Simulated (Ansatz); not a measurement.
# BN (P6_3/mmc): given cell or relaxed cell?

How far does the choice of cell move the gap? The case is BN (P6_3/mmc).

Calculated with Ansatz 0.2.0; PBE, HSE06 and G0W0, plane waves, PAW.

The database entry behind the starting cell differs from other determinations of this structure, so it need not match the best structure at room temperature.

## 1. The structure

It takes space group P6_3/mmc (No. 194, hexagonal). The conventional cell has a = 2.498 Å, b = 2.498 Å, c = 6.636 Å, α = 90.00°, β = 90.00°, γ = 120.00°. B has 3 N at 1.44 Å nearest. N has 3 B at 1.44 Å nearest. Farther neighbours, and contacts between anions beyond the nearest, are not listed.

Coordinates:

```cif
data_structure
_symmetry_space_group_name_H-M 'P 1'
_symmetry_Int_Tables_number 1
_cell_length_a 2.4982
_cell_length_b 2.4982
_cell_length_c 6.6357
_cell_angle_alpha 90.000
_cell_angle_beta 90.000
_cell_angle_gamma 120.000
_cell_volume 35.87
loop_
_atom_site_label
_atom_site_type_symbol
_atom_site_fract_x
_atom_site_fract_y
_atom_site_fract_z
_atom_site_occupancy
B1 B 0.33333 0.66667 0.25000 1
B2 B 0.66667 0.33333 0.75000 1
N3 N 0.33333 0.66667 0.75000 1
N4 N 0.66667 0.33333 0.25000 1
```

The cell and positions come from the Crystallography Open Database and are kept as given unless a step says otherwise. The runs that relaxed it are not among those shown. The default PAW set here is soft_2. Its files were made with PBE.

## 2. PBE bands at the given cell

The cheap functional maps the bands first; the places of the edges decide which points the dearer methods must see.

This step: DFT, PBE, plane waves, PAW.

input.yaml reads:

```yaml
crystal:
  lattice:
    - [2.49824, 0.0, 0.0]
    - [-1.24912, 2.1635393048, 0.0]
    - [0.0, 0.0, 6.6357]
  atoms:
    - { symbol: B, position: [0.3333333333, 0.6666666667, 0.25] }
    - { symbol: B, position: [0.6666666667, 0.3333333333, 0.75] }
    - { symbol: "N", position: [0.3333333333, 0.6666666667, 0.75] }
    - { symbol: "N", position: [0.6666666667, 0.3333333333, 0.25] }
kpoints:
  mp_grid: { grid: [12, 12, 4] }
  band_path:
    path:
      - [[0.0, 0.0, 0.0], [0.5, 0.0, 0.0], [0.33333333, 0.33333333, 0.0], [0.0, 0.0, 0.0], [0.0, 0.0, 0.5], [0.5, 0.0, 0.5], [0.33333333, 0.33333333, 0.5], [0.0, 0.0, 0.5]]
      - [[0.5, 0.0, 0.5], [0.5, 0.0, 0.0]]
      - [[0.33333333, 0.33333333, 0.5], [0.33333333, 0.33333333, 0.0]]
    npoints: 10
hamiltonian:
  xc: pbe
scf:
  occupations: { method: fermi_dirac, width: 0.02 }
  n_extra_bands: 5
output:
  eigenvalues: true
  write_density: true
  write_potential: true
  elf: true
  volumetric_format: npy
```

Command:

```sh
ansatz run input.yaml --threads 2 --pin off --max-ram 92160MiB --backend cuda --events-out ev --progress --plain --runs-dir out --devices 1 --max-vram 13GiB
```

The log of the run:

```text
scf.n_extra_bands = 5 over 8 filled bands (N_el = 16.0): the run solves 13 bands
GPUs: using 1 of 1 available (devices: 1).
Engine: ansatz 0.2.0, x86_64-unknown-linux-gnu
Pseudopotentials: kind: paw
Pseudopotential: B, paw, valence charge 3, recommended cutoff 420 eV (normal), B.paw.azcp
Pseudopotential: N, paw, valence charge 5, recommended cutoff 420 eV (normal), N.paw.azcp
Functional definition: PBE
  parameter kappa = 0.804
  parameter beta = 0.066725
  exchange = pbe_x(kappa = kappa, mu = beta*pi^2/3)
  correlation = pbe_c(beta = beta)
device memory: the entry about to start is reckoned to put 1.2 GiB on a device that reports 51.8 GiB free (of which the cap on the GPU budget leaves the run 13.0 GiB)
GPU FFT provider: cuFFT
GPU libraries: cuBLAS 13.8.2, cuFFT 12.4.0, cuSOLVER 12.3.4
Crystal: 4 atoms, lattice volume = 35.866 Å³
Basis set: ecut = 420 eV, 689 PW (Γ)
Bands: 13, of which v1, the nominal top of the filled ones, is band 8 counted from 1 (7 counted from 0)
Symmetry: 24 space group operations
Space group: P63/mmc (ITA 194), of the structure as read, at distance tolerance 3.3e-5 Å
k-points: 57 of 576
Non-local potential: B, projectors of the file, l = 0: 2, l = 1: 2, l = 2: 1
Non-local potential: N, projectors of the file, l = 0: 2, l = 1: 2, l = 2: 1
PAW form: soft (Blöchl's): semilocal exchange-correlation on the pseudo side does not see the compensation charge
PAW one-centre angular grid: B, 110 points (default); XC on 64 Gauss nodes
PAW one-centre angular grid: N, 110 points (default); XC on 64 Gauss nodes
Initial density: superposition of atomic densities (neutral atoms: chi_scale 0, normalization atom), corrected by the library's trained network
Initial wavefunctions: pseudopotential atomic-orbital guess
GPU buffer pool allocated for 14580 grid points (all kernels)
GPU transforms: local potential and band sums: pruned to the plane-wave sphere, on 18×18×45
Functional: x = pbe(κ = 0.804, μ = 0.219515), c = pbe(β = 0.066725)
SCF iter   1: F=—  HF=-1084.800422 eV  |F-HF|=—  |Δ(HF+E_count)|=         —  Δρ=1.47e-3  dr2=2.10e-4  ethr=1.77e-3  ⟨swp⟩=6.1  Hψ=4506  notcnv=0
preconditioner: auto → none  [insulator: Δε(μ)=4.289 eV  Ē_g=16.650 eV  σ=0.020 eV  W_gap=1.00  n_scr=4 (ndim 8)  ℏωp=24.8 eV  f_vac=0.022  D(μ)=0.00/eV (n_scr^D=0)  ε∞_Penn≈3.2]
SCF iter   2: F=—  HF=-1084.801471 eV  |F-HF|=—  |Δ(HF+E_count)|=   1.05e-3  Δρ=7.45e-4  dr2=4.27e-5  ethr=1.32e-6  ⟨swp⟩=2.2  Hψ=1832  notcnv=0  defer=38
SCF iter   3: F=—  HF=-1084.801794 eV  |F-HF|=—  |Δ(HF+E_count)|=   3.23e-4  Δρ=3.38e-4  dr2=8.66e-6  ethr=2.67e-7  ⟨swp⟩=2.0  Hψ=1097  notcnv=0  defer=38
iter 4 did not close the SCF: its close was put off for the readings that it lacked (scf_convergence_deferred on its scf_iter line)
SCF iter   4: F=-1084.801869 eV  HF=-1084.801869 eV  |F-HF|=3.17e-7  |Δ(HF+E_count)|=   7.53e-5  Δρ=2.31e-5  dr2=6.56e-8  ethr=5.41e-8  ⟨swp⟩=2.1  Hψ=1138  notcnv=0  defer=38
iter 5 did not close the SCF: its close was put off for the readings that it lacked (scf_convergence_deferred on its scf_iter line)
SCF iter   5: F=-1084.801869 eV  HF=-1084.801869 eV  |F-HF|=8.09e-9  |Δ(HF+E_count)|=   3.47e-7  Δρ=4.81e-6  dr2=4.99e-9  ethr=4.10e-10  ⟨swp⟩=2.0  Hψ=1136  notcnv=0  defer=38
SCF iter   6: F=-1084.801869 eV  HF=-1084.801869 eV  |F-HF|=2.30e-10  |Δ(HF+E_count)|=   1.05e-8  Δρ=6.49e-7  dr2=7.89e-11  ethr=3.12e-11  ⟨swp⟩=4.2  Hψ=2895  notcnv=0
SCF 1 converged in 6 iterations: F = -1084.801869 eV  dr2 = 7.89e-11
[...]
device memory: the entry about to start is reckoned to put 0.8 GiB on a device that reports 54.0 GiB free (of which the cap on the GPU budget leaves the run 13.0 GiB)
NSCF: frozen V_eff on 93 k-points, pencils in batches of 32, up to order 60
SCF converged after 6 iterations
Free energy (F): -1084.801869 eV
Harris-Foulkes:  -1084.801869 eV  (|F-HF|=2.30e-10)
Internal energy: -1084.801869 eV  (E = F + TS)
E sigma→0 (E₀):  -1084.801869 eV
Fermi energy:    6.955085 eV
--- Per-component energies (eV) ---
  E_band       = -37.449839
  E_kinetic    = 367.634256
  E_local      = -693.890090  (includes V_loc(G=0)·N_el)
  E_nonlocal   = 115.817566
  E_hartree    = 223.929579
  E_xc         = -184.631298
  E_vxc        = -229.080254  (∫ρ·V_xc dr)
  E_paw        = -413.730872  (= ΣΔE_a)
  E_vpaw       = -45.790782  (= ΣTr[D̂ρ^β])
  E_aug_tail   = 0.000198  (compensation charges beyond the density's cutoff)
  E_ewald      = -499.931209
  E_smearing   = -0.000000  (= −TS)
  E_closure    = 0.000000  (closes the sum)
  Σ components = -1084.801869   (vs F -1084.801869, Δ=0.00e0)
--- Band table (eV; the first three rows and the last of 57) ---
  k-point 0: bands = [... 4 lower, 3.4723, 3.4723, 3.5094, 3.5094, 10.0609, 15.1421, 16.4271, 16.4271, ... 1 higher]
  k-point 1: bands = [... 4 lower, 3.4778, 3.4778, 3.5036, 3.5036, 10.7629, 14.2441, 16.4450, 16.4450, ... 1 higher]
  k-point 2: bands = [... 4 lower, 3.4903, 3.4903, 3.4903, 3.4903, 12.4360, 12.4360, 16.4878, 16.4878, ... 1 higher]
  k-point 56: bands = [... 4 lower, -2.3641, -2.3641, 4.7929, 4.7929, 9.4565, 9.4565, 16.8378, 16.8378, ... 1 higher]
```

Run time: 3.2 s. Hardware: 1 × NVIDIA H100 80GB HBM3 (shared by 6 runs) with 2 threads of AMD EPYC 7R13 (Zen 3), shared host; peak memory 0.89 GiB; 3.7 s of CPU time.

Reading the cycles: dr2 is the Hartree energy of the density residual (eV), the measure of convergence; HF is the Harris–Foulkes estimate of the energy, which meets the free energy F at convergence.

This step gave:

* filled bands: 8
* gap: 4.252 eV
* valence top at: k = (0.300, 0.300, 0.000)
* conduction bottom at: M
* least direct gap: 4.664 eV

The gap is indirect, with the least direct gap 0.41 eV higher.

## 3. The relaxed cell

Cell and ions were relaxed with PBE-D3(BJ); that run is not shown. It left this cell:

Symmetry: P6_3/mmc, No. 194, hexagonal system. The conventional cell has a = 2.506 Å, b = 2.506 Å, c = 6.615 Å, α = 90.00°, β = 90.00°, γ = 120.00°. Nearest to B lie 3 N at 1.45 Å. Nearest to N lie 3 B at 1.45 Å. Farther neighbours, and contacts between anions beyond the nearest, are not listed.

## 4. PBE at the relaxed cell

The cell differs from the one that the last finished run ended in (a 2.498 → 2.506 Å, b 2.498 → 2.506 Å, c 6.636 → 6.615 Å).

input.yaml: that of step 2 with these lines changed.

```diff
@@ -2,5 +2,5 @@
   lattice:
-    - [2.49824, 0.0, 0.0]
-    - [-1.24912, 2.1635393048, 0.0]
-    - [0.0, 0.0, 6.6357]
+    - [2.5064457758, 0.0, 0.0]
+    - [-1.2532228879, 2.1706457151, 0.0]
+    - [0.0, 0.0, 6.6147398685]
   atoms:
@@ -25,5 +25 @@
   eigenvalues: true
-  write_density: true
-  write_potential: true
-  elf: true
-  volumetric_format: npy
```

The log of the run:

```text
[...]
GPUs: using 1 of 1 available (devices: 1).
[...]
GPU FFT provider: cuFFT
GPU libraries: cuBLAS 13.8.2, cuFFT 12.4.0, cuSOLVER 12.3.4
Crystal: 4 atoms, lattice volume = 35.988 Å³
Basis set: ecut = 420 eV, 713 PW (Γ)
Bands: 13, of which v1, the nominal top of the filled ones, is band 8 counted from 1 (7 counted from 0)
[... 1 set-up line as in the run before ...]
[...]
k-points: 57 of 576
[...]
--- Band table (eV; the first three rows and the last of 57) ---
  k-point 0: bands = [... 4 lower, 3.4356, 3.4356, 3.4733, 3.4733, 10.0554, 15.1190, 16.3174, 16.3174, ... 1 higher]
  k-point 1: bands = [... 4 lower, 3.4414, 3.4414, 3.4686, 3.4686, 10.7616, 14.2295, 16.3360, 16.3360, ... 1 higher]
  k-point 2: bands = [... 4 lower, 3.4547, 3.4547, 3.4547, 3.4547, 12.4357, 12.4357, 16.3804, 16.3804, ... 1 higher]
  k-point 56: bands = [... 4 lower, -2.3779, -2.3779, 4.7678, 4.7678, 9.4053, 9.4053, 16.7793, 16.7793, ... 1 higher]
[key lines of the parts left out:]
SCF converged after 6 iterations
Free energy (F): -1084.806022 eV
Fermi energy:    6.921811 eV
```

The job ended after 4.2 s (1 × NVIDIA H100 80GB HBM3 (shared by 6 runs) with 2 threads; peak memory 0.88 GiB; 5.5 s of CPU time).

Read from the output:

```yaml
gap: 4.227 eV
valence_top_at: k = (0.300, 0.300, 0.000)
conduction_bottom_at: M
least_direct_gap: 4.638 eV
```

The gap is indirect, with the least direct gap 0.41 eV higher.

## 5. HSE06 at the relaxed cell

The screened hybrid is the usual rung above semilocal functionals: a quarter of exact exchange, cut off beyond a few ångström.

This step: DFT, HSE06, plane waves, PAW.

input.yaml, the sections that differ from step 4:

```yaml
kpoints:
  mp_grid: { grid: [6, 6, 2] }
  band_path:
    path:
      - [0.0, 0.0, 0.0]
      - [0.5, 0.0, 0.0]
      - [0.33333333, 0.33333333, 0.0]
      - [0.0, 0.0, 0.5]
      - [0.5, 0.0, 0.5]
      - [0.33333333, 0.33333333, 0.5]
      - [0.299999997, 0.299999997, 0.0]
    npoints: 1
hamiltonian:
  xc: hse06
scf:
  occupations: { method: fixed }
  n_extra_bands: 5
# crystal, output: as in step 4
```

The log of the run:

```text
[...]
GPUs: using 1 of 1 available (devices: 1).
[...]
davidson cushion auto → on  (no smearing: the cushion is to keep the highest requested band from converging to the state above it; pin scf.eigensolver.cushion to override)
[...]
GPU FFT provider: cuFFT
GPU libraries: cuBLAS 13.8.2, cuFFT 12.4.0, cuSOLVER 12.3.4
Crystal: 4 atoms, lattice volume = 35.988 Å³
Basis set: ecut = 420 eV, 713 PW (Γ)
[...]
Fermi energy:    3.954714 eV
[...]
--- Band table (eV; the first three rows and the last of 14) ---
  k-point 0: bands = [... 4 lower, 2.3742, 2.3742, 2.4163, 2.4163, 10.4187, 16.0422, 17.2470, 17.2470, ... 1 higher]
  k-point 1: bands = [... 4 lower, 2.3954, 2.3954, 2.3954, 2.3954, 12.9909, 12.9909, 17.3184, 17.3184, ... 1 higher]
  k-point 2: bands = [... 4 lower, 0.2399, 0.2859, 1.4161, 1.4724, 11.3446, 15.5485, 16.5936, 17.0711, ... 1 higher]
  k-point 13: bands = [... 4 lower, -3.9925, -3.9925, 3.9547, 3.9547, 10.0010, 10.0010, 17.2523, 17.2523, ... 1 higher]
[key lines of the parts left out:]
Free energy (F): -1085.032957 eV
```

The job ended after 7.2 s (1 × NVIDIA H100 80GB HBM3 (shared by 6 runs) with 2 threads; peak memory 1.1 GiB; 8.5 s of CPU time).

Read from the output:

```
gap                  : 5.534 eV
valence top at       : k = (0.300, 0.300, 0.000)
conduction bottom at : M
least direct gap     : 6.046 eV
```

The gap stands +1.31 eV against PBE.

## 6. G0W0 at the relaxed cell

Now the one-shot GW correction: screening in the RPA, then the self-energy of the levels asked for.

This step: G0W0 on PBE, plane waves, PAW.

input.yaml reads:

```yaml
crystal:
  lattice:
    - [2.5064457758, 0.0, 0.0]
    - [-1.2532228879, 2.1706457151, 0.0]
    - [0.0, 0.0, 6.6147398685]
  atoms:
    - { symbol: B, position: [0.3333333333, 0.6666666667, 0.25] }
    - { symbol: B, position: [0.6666666667, 0.3333333333, 0.75] }
    - { symbol: "N", position: [0.3333333333, 0.6666666667, 0.75] }
    - { symbol: "N", position: [0.6666666667, 0.3333333333, 0.25] }
kpoints:
  mp_grid: { grid: [9, 9, 2] }
hamiltonian:
  xc: pbe
scf:
  occupations: { method: fixed }
gw:
  n_empty_bands: 107
  ecut_chi: 120
  qp_bands: [v2, c2]
  qp_kpoints: band_edges
  screening: { model: contour_deformation }
```

The log of the run:

```text
GPUs: using 1 of 1 available (devices: 1).
[...]
GPU FFT provider: cuFFT
GPU libraries: cuBLAS 13.8.2, cuFFT 12.4.0, cuSOLVER 12.3.4
Crystal: 4 atoms, lattice volume = 35.988 Å³
Basis set: ecut = 420 eV, 713 PW (Γ)
Bands: 12, of which v1, the nominal top of the filled ones, is band 8 counted from 1 (7 counted from 0)
[... 1 set-up line as in the run before ...]
[...]
k-points: 24 of 162
[...]
1    10     12.4364    -6.4668    -4.4332   -11.5434  0.8131    13.0847    13.0797  root
[...]
23     7      4.7684   -20.6097     2.6375   -17.1943  0.7843     3.9841     3.9906  root
    23     8      4.7684   -20.6097     2.6375   -17.1943  0.7843     3.9841     3.9906  root
    23     9      9.4057    -6.1727    -4.5574   -11.5476  0.8099    10.2302    10.2232  root
    23    10      9.4057    -6.1727    -4.5574   -11.5476  0.8099    10.2302    10.2232  root
[key lines of the parts left out:]
SCF converged after 6 iterations
Free energy (F): -1084.805183 eV
Fermi energy:    4.768446 eV
```

It took 12 s on 1 × NVIDIA H100 80GB HBM3 (shared by 6 runs) with 2 threads; peak memory 1.1 GiB.

Read from the output:

```yaml
bands_summed: 115
rpa_eps_infinity_on_this_mesh_eigenvalues: 2.553, 4.579, 4.579
plane_waves_in_the_screening_matrix: 107
g0w0_gap_on_the_mesh: 5.885 eV
k_of_the_valence_top: 0.3333, 0.3333, -0.5
k_of_the_conduction_bottom: 0.1111, 0.4444, 0
starting_gap_on_the_mesh: 4.391 eV
least_direct_g0w0_gap_on_the_computed_points: 6.207 eV
```

The gap on the mesh goes from 4.39 eV to 5.88 eV, a correction of +1.49 eV. Between the two edge states, bare exchange in place of the xc potential would open the gap by 8.50 eV, and correlation takes back 7.01 eV. The start differs from the 4.23 eV found before because this mesh misses an edge.

## 7. G0W0 at the given cell

input.yaml: that of step 6 with these lines changed.

```diff
@@ -2,5 +2,5 @@
   lattice:
-    - [2.5064457758, 0.0, 0.0]
-    - [-1.2532228879, 2.1706457151, 0.0]
-    - [0.0, 0.0, 6.6147398685]
+    - [2.49824, 0.0, 0.0]
+    - [-1.24912, 2.1635393048, 0.0]
+    - [0.0, 0.0, 6.6357]
   atoms:
```

The log of the run:

```text
GPUs: using 1 of 1 available (devices: 1).
[...]
GPU FFT provider: cuFFT
GPU libraries: cuBLAS 13.8.2, cuFFT 12.4.0, cuSOLVER 12.3.4
Crystal: 4 atoms, lattice volume = 35.866 Å³
Basis set: ecut = 420 eV, 689 PW (Γ)
Bands: 12, of which v1, the nominal top of the filled ones, is band 8 counted from 1 (7 counted from 0)
[... 1 set-up line as in the run before ...]
[...]
k-points: 24 of 162
[...]
1    10     12.4367    -6.3642    -4.4106   -11.4058  0.8146    13.0725    13.0677  root
[...]
23     7      4.7935   -20.6259     2.6299   -17.2111  0.7851     4.0020     4.0086  root
    23     8      4.7935   -20.6259     2.6299   -17.2111  0.7851     4.0020     4.0086  root
    23     9      9.4569    -6.1903    -4.5527   -11.5679  0.8106    10.2888    10.2818  root
    23    10      9.4569    -6.1903    -4.5527   -11.5679  0.8106    10.2888    10.2818  root
[key lines of the parts left out:]
SCF converged after 6 iterations
Free energy (F): -1084.801081 eV
Fermi energy:    4.793511 eV
```

Elapsed: 12 s, on 1 × NVIDIA H100 80GB HBM3 (shared by 6 runs) with 2 threads; peak memory 1.1 GiB.

Numbers from this step:

```yaml
bands_summed: 115
rpa_eps_infinity_on_this_mesh_eigenvalues: 2.533, 4.558, 4.558
plane_waves_in_the_screening_matrix: 107
g0w0_gap_on_the_mesh: 5.919 eV
k_of_the_valence_top: 0.3333, 0.3333, -0.5
k_of_the_conduction_bottom: 0.1111, 0.4444, 0
starting_gap_on_the_mesh: 4.413 eV
least_direct_g0w0_gap_on_the_computed_points: 6.258 eV
```

The gap on the mesh goes from 4.41 eV to 5.92 eV, a correction of +1.51 eV. Between the two edge states, bare exchange in place of the xc potential would open the gap by 8.50 eV, and correlation takes back 6.99 eV. The start differs from the 4.25 eV found before because this mesh misses an edge.

## 8. Together

G0W0 rows are gaps on the mesh, lowered where the mesh misses an edge of the band path.

```csv
level,given cell (eV),relaxed cell (eV),change (eV)
PBE,4.25,4.23,−0.02
HSE06,-,5.53,-
G0W0@PBE,5.76,5.72,−0.04
```

## 9. Outcome

```
volume change          : +0.3 %
PBE, given cell        : 4.25 eV
PBE, relaxed cell      : 4.23 eV
HSE06, relaxed cell    : 5.53 eV
G0W0@PBE, relaxed cell : 5.72 eV
G0W0@PBE, given cell   : 5.76 eV
known limits           : short of the basis limit; coarse k mesh
```

What this shows: Relaxation changes the volume by +0.3 % and the gap by −0.02 eV (PBE) and −0.04 eV (G0W0@PBE). Bands and cutoff are finite, so the gap stands short of the basis limit, usually by up to a few tenths of an eV; the mesh is an error of its own. The 9×9×2 mesh is coarse for this cell (its supercell is 13 Å along the shortest edge). The RPA ε∞ on it, from the PBE start, is 2.53 and 4.56; such meshes misread the long-range screening, most where the gap is narrow.

[Long decimals in the printed logs are rounded to 6 places.]

[Logs are printed without paths, hosts, clocks, repeated set-up lines and the standing remarks that a program may print on its own settings, such as how far it seeks lower states.]

[Paths, hosts, dates, memory and timing lines, banners, echoed tables and standing remarks are left out of the program output; an Ansatz launch command may be rebuilt from the run's recorded settings. Measured values are a selection of at most five: reports struck by readers or far from the other reports are left out. None is set beside runs whose start may be inverted or whose files or cutoffs have a known fault.]

[Runs of the session that timed out or met a known fault of the program may be left out.]

[Cells called generated may have been cut or substituted from an entry of the Crystallography Open Database or the Materials Project.]

[Hosts, paths, dates, database ids (printed as entryN), source tags and the programs' standing remarks are cut or masked in the printed files.]

[Where the starting crystal was built by hand or by swapping elements, it need not be the compound's stable phase.]
